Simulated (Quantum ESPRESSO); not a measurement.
# Osmium (P6_3/mmc): phonons by linear response, part 2 of 3

How does Osmium (P6_3/mmc) vibrate, and is this structure a minimum?

Quantum ESPRESSO 7.5; DFT PBE, scalar-relativistic, plane waves, GBRV ultrasoft pseudopotentials.

So far. Step 2 (A probe with smearing): No gap opens on this mesh, so smearing is kept; the start stands at 8.4 GPa. Step 4 (Self-consistent run for the response): The cell stands at 0.27 GPa, close enough for stiff modes, while soft ones can move. The relaxed cell has a = 2.752, c = 4.347 Å (conventional setting).

## 7. Linear response on the mesh

Linear response treats each wavevector in the unit cell, with no supercell; the 3×3×2 mesh fixes the range of the force constants to be had. The change of the potential is kept for the electron-phonon matrix elements.

ph.in

```
phonons
 &inputph
    prefix='x',
    outdir='./tmp',
    fildyn='x.dyn',
    tr2_ph=1.0d-18,
    alpha_mix(1)=0.4,
    nmix_ph=8,
    ldisp=.true.,
    nq1=3,
    nq2=3,
    nq3=2,
    electron_phonon='interpolated',
    fildvscf='dvscf',
    el_ph_sigma=0.005,
    el_ph_nsigma=10,
 /
```

The run is started by

```
$ OMP_NUM_THREADS=1 mpirun -n 4 ph.x -nk 4 -in ph.in > ph.out
```

Numbers of over 12 decimals in the logs are rounded to 6 here.

Output:

```text
[banners, grids, parts of the stress and lines that vanish by symmetry left out]
[banner, memory and clock lines left out]
Program PHONON v.7.5

[...]
Exchange-correlation= PBE
                           (   1   4   3   4   0   0   0)
[...]
(   6 q-points):
[...]
kinetic-energy cut-off    =      40.0000  Ry
     charge density cut-off    =     240.0000  Ry
     convergence threshold     =      1.0E-18
[...]
Exchange-correlation= PBE
                           (   1   4   3   4   0   0   0)
[...]
q = (   0.0000000   0.0000000   0.0000000 )
     25 Sym.Ops. (with q -> -q+G )
     G cutoff =  164.4160  (  12059 G-vectors)     FFT grid: ( 25, 25, 48)
     G cutoff =  109.6107  (   6633 G-vectors)  smooth grid: ( 24, 24, 36)
     number of k points=   135  Marzari-Vanderbilt smearing, width (Ry)=  0.0200
[...]
Mode symmetry, D_6h(6/mmm) point group:
[...]
Representation #   1 mode #   1
[...]
End of self-consistent calculation
     Convergence has been achieved
     Representation #   2 modes #   2   3
[...]
End of self-consistent calculation
     Convergence has been achieved
     Representation #   3 mode #   4
[...]
End of self-consistent calculation
     Convergence has been achieved
     Representation #   4 modes #   5   6
[...]
End of self-consistent calculation
     Convergence has been achieved
[...]
q = (    0.000000000   0.000000000   0.000000000 )
[...]
freq (    1) =       0.019131 [THz] =       0.638153 [cm-1]
     freq (    2) =       0.029616 [THz] =       0.987872 [cm-1]
     freq (    3) =       0.029616 [THz] =       0.987872 [cm-1]
     freq (    4) =       4.876810 [THz] =     162.672870 [cm-1]
     freq (    5) =       4.876810 [THz] =     162.672870 [cm-1]
     freq (    6) =       6.518242 [THz] =     217.425161 [cm-1]
[...]
Mode symmetry, D_6h(6/mmm) point group:
     freq (   1-   1) =          0.6  [cm-1]   --> A_2u            I
     freq (   2-   3) =          1.0  [cm-1]   --> E_1u            I
     freq (   4-   5) =        162.7  [cm-1]   --> E_2g            R
     freq (   6-   6) =        217.4  [cm-1]   --> B_1g
[...]
lambda(    1)=  0.0000   gamma=    0.00 GHz
     lambda(    2)=  0.0000   gamma=    0.00 GHz
     lambda(    3)=  0.0000   gamma=    0.00 GHz
     lambda(    4)=  0.2111   gamma=   40.01 GHz
     lambda(    5)=  0.2107   gamma=   39.92 GHz
     lambda(    6)=  0.0439   gamma=   14.87 GHz
[...]
Representation #   1 modes #   1   2
[...]
Convergence has been achieved
     Representation #   2 modes #   3   4   5   6
[...]
Convergence has been achieved
[...]
q = (    0.000000000   0.000000000  -0.316571920 )
[...]
freq (    1) =       3.423375 [THz] =     114.191514 [cm-1]
     freq (    2) =       3.423375 [THz] =     114.191514 [cm-1]
     freq (    3) =       3.423375 [THz] =     114.191514 [cm-1]
     freq (    4) =       3.423375 [THz] =     114.191514 [cm-1]
     freq (    5) =       5.265832 [THz] =     175.649240 [cm-1]
     freq (    6) =       5.265832 [THz] =     175.649240 [cm-1]
[...]
lambda(    1)=  0.0396   gamma=    3.70 GHz
     lambda(    2)=  0.0396   gamma=    3.70 GHz
     lambda(    3)=  0.0394   gamma=    3.68 GHz
     lambda(    4)=  0.0394   gamma=    3.68 GHz
     lambda(    5)=  0.0267   gamma=    5.90 GHz
     lambda(    6)=  0.0267   gamma=    5.90 GHz
[...]
Mode symmetry, C_2v (mm2)  point group:
[...]
Representation #   1 mode #   1
[...]
Convergence has been achieved
     Representation #   2 mode #   2
[...]
Convergence has been achieved
[...]
Convergence has been achieved
[...]
Convergence has been achieved
[...]
Convergence has been achieved
[...]
Convergence has been achieved
[...]
q = (    0.000000000   0.384900179   0.000000000 )
[...]
freq (    1) =       3.433645 [THz] =     114.534082 [cm-1]
     freq (    2) =       3.958235 [THz] =     132.032506 [cm-1]
[...]
Mode symmetry, C_2v (mm2)  point group:
     freq (   1-   1) =        114.5  [cm-1]   --> B_1  D_3  S_3
     freq (   2-   2) =        132.0  [cm-1]   --> B_2  D_4  S_4
     freq (   3-   3) =        168.7  [cm-1]   --> B_2  D_4  S_4
     freq (   4-   4) =        182.8  [cm-1]   --> B_1  D_3  S_3
     freq (   5-   5) =        184.2  [cm-1]   --> A_1  D_1  S_1
     freq (   6-   6) =        194.5  [cm-1]   --> A_1  D_1  S_1
[...]
lambda(    1)=  0.0587   gamma=    5.52 GHz
     lambda(    2)=  0.0543   gamma=    6.77 GHz
[...]
Convergence has been achieved
[...]
Convergence has been achieved
[...]
Convergence has been achieved
[...]
q = (    0.000000000   0.384900179  -0.316571920 )
[...]
Mode symmetry, D_3h (-62m) point group:
[...]
Representation #   1 mode #   1
[...]
Convergence has been achieved
     Representation #   2 mode #   2
[...]
Convergence has been achieved
     Representation #   3 modes #   3   4
[...]
Convergence has been achieved
     Representation #   4 modes #   5   6
[...]
Convergence has been achieved
[...]
q = (    0.333333333   0.577350269   0.000000000 )
[...]
freq (    5) =       5.184516 [THz] =     172.936850 [cm-1]
     freq (    6) =       6.650561 [THz] =     221.838820 [cm-1]
[...]
Mode symmetry, D_3h (-62m) point group:
     freq (   1-   2) =        141.8  [cm-1]   --> E''
     freq (   3-   3) =        169.8  [cm-1]   --> A'_2
     freq (   4-   5) =        172.9  [cm-1]   --> E'
     freq (   6-   6) =        221.8  [cm-1]   --> A'_1
[...]
lambda(    5)=  0.0956   gamma=   20.48 GHz
     lambda(    6)=  0.0698   gamma=   24.61 GHz
[...]
Representation #   1 modes #   1   2
[...]
Convergence has been achieved
     Representation #   2 modes #   3   4
[...]
End of self-consistent calculation
     Convergence has been achieved
     Representation #   3 modes #   5   6
[...]
End of self-consistent calculation
     Convergence has been achieved
[...]
q = (    0.333333333   0.577350269  -0.316571920 )
[...]
freq (    1) =       4.403425 [THz] =     146.882437 [cm-1]
     freq (    2) =       4.403425 [THz] =     146.882437 [cm-1]
     freq (    3) =       5.828867 [THz] =     194.430064 [cm-1]
     freq (    4) =       5.828867 [THz] =     194.430064 [cm-1]
     freq (    5) =       5.873657 [THz] =     195.924111 [cm-1]
     freq (    6) =       5.873657 [THz] =     195.924111 [cm-1]
[...]
lambda(    1)=  0.0784   gamma=   12.11 GHz
     lambda(    2)=  0.0784   gamma=   12.11 GHz
     lambda(    3)=  0.0796   gamma=   21.54 GHz
     lambda(    4)=  0.0796   gamma=   21.55 GHz
     lambda(    5)=  0.0558   gamma=   15.34 GHz
     lambda(    6)=  0.0559   gamma=   15.37 GHz
[...]
1   0.333333333   0.577350269  -0.316571920
          2  -0.333333333  -0.577350269   0.316571920


[key lines of the parts left out:]
the Fermi energy is    25.8301 ev
```

Run time: 88 min. Hardware: 4 MPI ranks of Arm Neoverse V1, shared host.

Read from the output:

- largest acoustic frequency at the zone centre before the sum rule: 0.99 cm⁻¹
- highest optical zone-centre mode (no LO-TO term): 217.4 cm⁻¹
- lowest optical zone-centre mode: 162.7 cm⁻¹
- lowest mode on the q mesh (acoustic ones at the zone centre apart): 114.2 cm⁻¹

Frequencies (cm⁻¹) at each irreducible wavevector; negative means imaginary. Frequencies by wavevector:

| q (fractions) | star | mode 1 | mode 2 | mode 3 | mode 4 | mode 5 | mode 6 |
| --- | --- | --- | --- | --- | --- | --- | --- |
| 0 0 0 | 1 | 0.64 | 0.99 | 0.99 | 162.7 | 162.7 | 217.4 |
| 0 0 -0.5 | 1 | 114.2 | 114.2 | 114.2 | 114.2 | 175.7 | 175.7 |
| 0 0.3333 0 | 6 | 114.5 | 132 | 168.7 | 182.8 | 184.2 | 194.5 |
| 0 0.3333 -0.5 | 6 | 135.4 | 135.4 | 156 | 156 | 213.9 | 213.9 |
| 0.3333 0.3333 0 | 2 | 141.8 | 141.8 | 169.8 | 172.9 | 172.9 | 221.8 |
| 0.3333 0.3333 -0.5 | 2 | 146.9 | 146.9 | 194.4 | 194.4 | 195.9 | 195.9 |

Couplings of single modes at a Gaussian broadening of 0.02 Ry, as ph.x prints them; it sets λ to zero for modes under 20 cm⁻¹. Mode couplings:

| q (fractions) | mode | frequency (cm⁻¹) | λ | linewidth γ (GHz) |
| --- | --- | --- | --- | --- |
| 0 0 -0.5 | 1 | 114.2 | 0.0396 | 3.7 |
| 0 0 -0.5 | 2 | 114.2 | 0.0396 | 3.7 |
| 0 0 -0.5 | 3 | 114.2 | 0.0394 | 3.68 |
| 0 0 -0.5 | 4 | 114.2 | 0.0394 | 3.68 |
| 0 0 -0.5 | 5 | 175.7 | 0.0267 | 5.9 |
| 0 0 -0.5 | 6 | 175.7 | 0.0267 | 5.9 |
| 0 0.3333 0 | 1 | 114.5 | 0.0587 | 5.52 |
| 0 0.3333 0 | 2 | 132 | 0.0543 | 6.77 |
| 0 0.3333 0 | 3 | 168.7 | 0.1689 | 34.42 |
| 0 0.3333 0 | 4 | 182.8 | 0.0346 | 8.28 |
| 0 0.3333 0 | 5 | 184.2 | 0.06 | 14.57 |
| 0 0.3333 0 | 6 | 194.5 | 0.1115 | 30.2 |
| 0 0.3333 -0.5 | 1 | 135.4 | 0.0884 | 11.61 |
| 0 0.3333 -0.5 | 2 | 135.4 | 0.0894 | 11.74 |
| 0 0.3333 -0.5 | 3 | 156 | 0.0419 | 7.3 |
| 0 0.3333 -0.5 | 4 | 156 | 0.0415 | 7.23 |
| 0 0.3333 -0.5 | 5 | 213.9 | 0.0424 | 13.91 |
| 0 0.3333 -0.5 | 6 | 213.9 | 0.0427 | 14 |
| 0.3333 0.3333 0 | 1 | 141.8 | 0.1945 | 27.99 |
| 0.3333 0.3333 0 | 2 | 141.8 | 0.1942 | 27.96 |
| 0.3333 0.3333 0 | 3 | 169.8 | 0.0656 | 13.53 |
| 0.3333 0.3333 0 | 4 | 172.9 | 0.0997 | 21.36 |
| 0.3333 0.3333 0 | 5 | 172.9 | 0.0956 | 20.48 |
| 0.3333 0.3333 0 | 6 | 221.8 | 0.0698 | 24.61 |
| 0.3333 0.3333 -0.5 | 1 | 146.9 | 0.0784 | 12.11 |
| 0.3333 0.3333 -0.5 | 2 | 146.9 | 0.0784 | 12.11 |
| 0.3333 0.3333 -0.5 | 3 | 194.4 | 0.0796 | 21.54 |
| 0.3333 0.3333 -0.5 | 4 | 194.4 | 0.0796 | 21.55 |
| 0.3333 0.3333 -0.5 | 5 | 195.9 | 0.0558 | 15.34 |
| 0.3333 0.3333 -0.5 | 6 | 195.9 | 0.0559 | 15.37 |

The acoustic modes at Γ come out as far as 1.0 cm⁻¹ from zero, where they should vanish, a small numerical error.

## 8. Fourier transform to real space

The dynamical matrices of the mesh are Fourier-transformed to force constants in real space.

q2r.in

```
 &input
    fildyn='x.dyn',
    zasr='crystal',
    flfrc='x.fc',
    la2F=.true.,
 /
```

The run is started by

```
$ q2r.x < q2r.in > q2r.out
```

Output:

```text
[banners, grids, parts of the stress and lines that vanish by symmetry left out]
[banner, memory and clock lines left out]
Program Q2R v.7.5

  reading grid info from file x.dyn0

  reading force constants from file x.dyn1
  Dielectric Tensor not found
  nqs=            1
 q=   0.00000000  0.00000000  0.00000000
  reading force constants from file x.dyn2
  nqs=            1
 q=   0.00000000  0.00000000 -0.31657192
  reading force constants from file x.dyn3
  nqs=            6
[...]
reading force constants from file x.dyn4
  nqs=            6
[...]
reading force constants from file x.dyn5
  nqs=            2
[...]
reading force constants from file x.dyn6
  nqs=            2
 q=   0.33333333  0.57735027 -0.31657192
 q=  -0.33333333 -0.57735027  0.31657192

      q-space grid ok, #points =   18

      fft-check success (sum of imaginary terms < 10^-12)

   Preparing gamma for a2F

 Broadening =      0.005
      q-space grid ok, #points =   18

      fft-check success (sum of imaginary terms < 10^-12)

 Broadening =      0.010
[...]
Broadening =      0.045
      q-space grid ok, #points =   18

      fft-check success (sum of imaginary terms < 10^-12)

 Broadening =      0.050
      q-space grid ok, #points =   18

      fft-check success (sum of imaginary terms < 10^-12)
```

It took 0.48 s on 1 thread.

## 9. Interpolated phonon bands

From the force constants any wavevector is cheap; points of the mesh come back as solved, but for the sum rule and, in polar crystals, the LO-TO term at Γ; the rest is interpolation.

matdyn.in

```
 &input
    asr='crystal',
    flfrc='x.fc',
    flfrq='x.freq',
    flvec='x.modes',
    q_in_band_form=.true.,
    q_in_cryst_coord=.true.,
 /
12
  0.0000000   0.0000000   0.0000000  12  ! GAMMA
  0.5000000  -0.0000000   0.0000000  12  ! M
  0.3333333   0.3333333   0.0000000  12  ! K
  0.0000000   0.0000000   0.0000000  12  ! GAMMA
  0.0000000   0.0000000   0.5000000  12  ! A
  0.5000000  -0.0000000   0.5000000  12  ! L
  0.3333333   0.3333333   0.5000000  12  ! H
  0.0000000   0.0000000   0.5000000   1  ! A
  0.5000000  -0.0000000   0.5000000  12  ! L
  0.5000000  -0.0000000   0.0000000   1  ! M
  0.3333333   0.3333333   0.5000000  12  ! H
  0.3333333   0.3333333   0.0000000   1  ! K
```

The run is started by

```
$ matdyn.x -in matdyn.in > matdyn.out
```

Output:

```text
[banner, memory and clock lines left out]
Program MATDYN v.7.5

 mass for atomic type   1 not given; uses mass from file x.fc
 Norm of the difference between old and new effective charges:    0.000000

 Norm of the difference between old and new force-constants:   4.88276e-06

     Message from routine matdyn:
     Z* not found in file x.fc, TO-LO splitting at q=0 will be absent!
     Message from routine matdyn:
     Z* not found in file x.fc, TO-LO splitting at q=0 will be absent!

Note: The following floating-point exceptions are signalling: IEEE_UNDERFLOW_FLAG
```

Wall time 0.47 s (1 thread).

Read from the output:

```yaml
lowest_frequency_on_the_path: 0 cm⁻¹
mean_frequency: 163.1 cm⁻¹
debye_temperature_second_moment: 310 K
logarithmic_mean_frequency: 158.5 cm⁻¹
```

Matdyn.x, sum rule crystal. The phonon branches at the labelled points (cm⁻¹):

| point | branch 1 | branch 2 | branch 3 | branch 4 | branch 5 | branch 6 |
| --- | --- | --- | --- | --- | --- | --- |
| Γ | 0 | 0 | 0 | 163 | 163 | 217 |
| halfway | 95 | 112 | 154 | 178 | 184 | 186 |
| M | 129 | 144 | 152 | 186 | 204 | 208 |
| halfway | 142 | 144 | 148 | 177 | 194 | 216 |
| K | 142 | 142 | 170 | 173 | 173 | 222 |
| halfway | 109 | 122 | 164 | 177 | 185 | 186 |
| Γ | 0 | 0 | 0 | 163 | 163 | 217 |
| halfway | 62 | 62 | 103 | 150 | 150 | 210 |
| A | 114 | 114 | 114 | 114 | 176 | 176 |
| halfway | 128 | 128 | 146 | 146 | 203 | 203 |
| L | 145 | 145 | 163 | 163 | 222 | 222 |
| halfway | 146 | 146 | 173 | 173 | 214 | 214 |
| H | 147 | 147 | 194 | 194 | 196 | 196 |
| halfway | 130 | 130 | 154 | 154 | 207 | 207 |
| A | 114 | 114 | 114 | 114 | 176 | 176 |
| jump to L | 145 | 145 | 163 | 163 | 222 | 222 |
| halfway | 141 | 144 | 148 | 180 | 213 | 215 |
| M | 129 | 144 | 152 | 186 | 204 | 208 |
| jump to H | 147 | 147 | 194 | 194 | 196 | 196 |
| halfway | 146 | 146 | 178 | 183 | 183 | 214 |
| K | 142 | 142 | 170 | 173 | 173 | 222 |

The phonon branches as a text plot (rows in cm⁻¹):

```
    218 |**        *****     ***        *****            **    **
    208 |       ***     *   *   *      *     *  ****       ** *
    199 |  *  *****      * *     *    *       **    *        *
    190 |   ** **  *   ****          *        **     *      ***
    181 |   ***  ** * **  **      ***        *  *     **  **  **
    171 |  ****    **** ** **               *    **     **     **
    162 |**         * * *    ***  *     ****
    153 |      *****   *        *      *           *     ****
    144 |      *********  *      *    * *********** *    ********
    134 |   * *  **     **       *   * *           * *     *
    125 |    * **        * *      * ***             ***     *
    116 |     *                    **                 ***
    106 |  * *            *       *
     97 |   *             * *
     88 |                  *    *
     79 |  **              *     *
     69 |  *                *
     60 | *                 *
     51 |                      **
     42 | *
     32 |**                  * *
     23 |*                   *
     14 |*
      5 |                     *
         Γ      M    K        Γ   A       L    H       A|L M|H  K
```

Lowest modes at the softest wavevector of the mesh; phase exp(i q.(R + tau)). Modes at q = (0.000, 0.000, 0.500):

| mode | frequency (cm⁻¹) |
| --- | --- |
| 1 | 114.2 |
| 2 | 114.2 |
| 3 | 114.2 |
| 4 | 114.2 |
| 5 | 175.6 |
| 6 | 175.6 |

Displacements in mode 2 (114.2 cm⁻¹), the largest set to 1, in the home cell:
```
Os1  0.00  1.00  0.00
Os2  0.00 -0.01  0.00
```

Displacements in mode 5 (175.6 cm⁻¹), the largest set to 1, in the home cell:
```
Os1 0.00 0.00 1.00
Os2 0.00 0.00 0.00
```

Force constants by pair (phonopy on the run's constants); pairs near half the supercell's span include their periodic images. Pair force constants, by row:

| atom | neighbour | distance (Å) | third of the trace (eV/Å²) | along the pair's line (eV/Å²) |
| --- | --- | --- | --- | --- |
| Os1 | itself | 0 | 19.48 | – |
| Os1 | Os | 2.692 | -1.415 | -3.876 |
| Os1 | Os | 2.752 | -1.033 | -2.997 |
| Os1 | Os | 3.85 | -0.2901 | -1.368 |
| Os1 | Os | 4.347 | -0.8091 | -2.468 |
| Os1 | Os | 4.732 | -0.2425 | -0.3457 |
| Os1 | Os | 4.767 | -0.4007 | -0.6211 |
| Os1 | Os | 5.145 | 0.0247 | 0.0598 |
| Os1 | Os | 6.451 | -0.0678 | -0.1329 |
| Os2 | itself | 0 | 19.48 | – |
| Os2 | Os | 2.692 | -1.415 | -3.876 |
| Os2 | Os | 2.752 | -1.033 | -2.997 |
| Os2 | Os | 3.85 | -0.2901 | -1.368 |
| Os2 | Os | 4.347 | -0.8091 | -2.468 |
| Os2 | Os | 4.732 | -0.2425 | -0.3457 |
| Os2 | Os | 4.767 | -0.4007 | -0.6211 |
| Os2 | Os | 5.145 | 0.0247 | 0.0598 |
| Os2 | Os | 6.451 | -0.0678 | -0.1329 |

Harmonic mean-square displacement, third of the trace. Mean-square displacements:

| T (K) | Os1 U_eq (Å²) | Os2 U_eq (Å²) |
| --- | --- | --- |
| 0 | 5.80e-4 | 5.80e-4 |
| 100 | 7.90e-4 | 7.90e-4 |
| 300 | 0.00186 | 0.00186 |
| 600 | 0.00361 | 0.00361 |

Mode patterns, pair constants, displacements and means over the zone were worked out by phonopy from the force constants of q2r.x.

All branches are real along the path.

## 10. Density of states

Sums over the zone need many more wavevectors than were solved, so the interpolation is sampled on a dense mesh.

matdyn.in

```
 &input
    asr='crystal',
    flfrc='x.fc',
    dos=.true.,
    fldos='x.dos',
    nk1=19,
    nk2=19,
    nk3=10,
    deltaE=0.3,
    la2F=.true.,
 /
```

The run is started by

```
$ matdyn.x -in matdyn.in > matdyn.out
```

Output:

```text
[banner, memory and clock lines left out]
Program MATDYN v.7.5

 mass for atomic type   1 not given; uses mass from file x.fc
 Norm of the difference between old and new effective charges:    0.000000

 Norm of the difference between old and new force-constants:   4.88276e-06

     Message from routine matdyn:
     Z* not found in file x.fc, TO-LO splitting at q=0 will be absent!
 Norm of the difference between old and new effective charges:    0.000000

 Norm of the difference between old and new force-constants:   1.55196e-06

 Norm of the difference between old and new effective charges:    0.000000

 Norm of the difference between old and new force-constants:   2.20315e-05

 Norm of the difference between old and new effective charges:    0.000000

 Norm of the difference between old and new force-constants:   3.46167e-05

 Norm of the difference between old and new effective charges:    0.000000

 Norm of the difference between old and new force-constants:   5.31819e-05

 Norm of the difference between old and new effective charges:    0.000000

 Norm of the difference between old and new force-constants:   8.23237e-05

 Norm of the difference between old and new effective charges:    0.000000

 Norm of the difference between old and new force-constants:   0.000124702

 Norm of the difference between old and new effective charges:    0.000000

 Norm of the difference between old and new force-constants:   0.000189637

 Norm of the difference between old and new effective charges:    0.000000

 Norm of the difference between old and new force-constants:   0.000280533

 Norm of the difference between old and new effective charges:    0.000000

 Norm of the difference between old and new force-constants:   0.000392289

 Norm of the difference between old and new effective charges:    0.000000

 Norm of the difference between old and new force-constants:   0.000522969

Note: The following floating-point exceptions are signalling: IEEE_UNDERFLOW_FLAG
```

It took 37 s on 1 thread.

Numbers from this step:

```
share of modes beyond 3i cm⁻¹ on the dense interpolated mesh : 0
zero-point energy per atom                                   : 30.32 meV
heat capacity at 300 K                                       : 23.66 J/(mol atoms K)
vibrational entropy at 300 K                                 : 32.43 J/(mol atoms K)
```

The phonon density of states has structure finer than the step of the table below, so its rows give means over 10 cm⁻¹, whole bins alone (the curve runs from 0 to 222 cm⁻¹). Peaks (cm⁻¹: height): 145.2: 0.185, 151.2: 0.0751, 180.0: 0.0883, 211.2: 0.0877.

Tetrahedra. Table of phonon density of states by wavenumber; means over each step:

wavenumber (cm⁻¹), phonon density of states (1/cm⁻¹/cell) and a bar:
```
       10      0.000 
       20      0.000 
       30      0.001 
       40      0.001 
       50      0.002 #
       60      0.002 #
       70      0.004 #
       80      0.005 ##
       90      0.007 ##
      100      0.010 ###
      110      0.015 #####
      120      0.022 #######
      130      0.037 ############
      140      0.092 ##############################
      150      0.071 #######################
      160      0.045 ###############
      170      0.045 ###############
      180      0.063 #####################
      190      0.028 #########
      200      0.051 #################
      210      0.075 ########################
```

Harmonic thermodynamic functions per atom, summed over the density of states scaled to three modes an atom; melting is ignored. Thermodynamic functions:

| T (K) | F_vib (meV/atom) | S (J/mol-atom/K) | C_V (J/mol-atom/K) |
| --- | --- | --- | --- |
| 0 | 30.32 | 0 | 0 |
| 50 | 30.1 | 1.923 | 5.819 |
| 100 | 27.21 | 9.523 | 16.05 |
| 200 | 9.86 | 23.1 | 22.18 |
| 300 | -19.19 | 32.43 | 23.66 |
| 400 | -56.53 | 39.32 | 24.21 |
| 500 | -100.2 | 44.76 | 24.47 |
| 600 | -149 | 49.23 | 24.61 |
| 700 | -202 | 53.03 | 24.7 |
| 800 | -258.7 | 56.34 | 24.76 |
| 900 | -318.7 | 59.25 | 24.8 |
| 1000 | -381.4 | 61.87 | 24.82 |

At 300 K the heat capacity has reached 95 % of the Dulong-Petit value.

[end of part 2 of 3]

[Host names and launcher messages were left out of these logs when they were recorded.]

[Logs are printed without paths, hosts, clocks, repeated set-up lines and the standing remarks that a program may print on its own settings, such as how far it seeks lower states.]

[Hosts, paths, dates, database ids (printed as entryN), source tags and the programs' standing remarks are cut or masked in the printed files.]
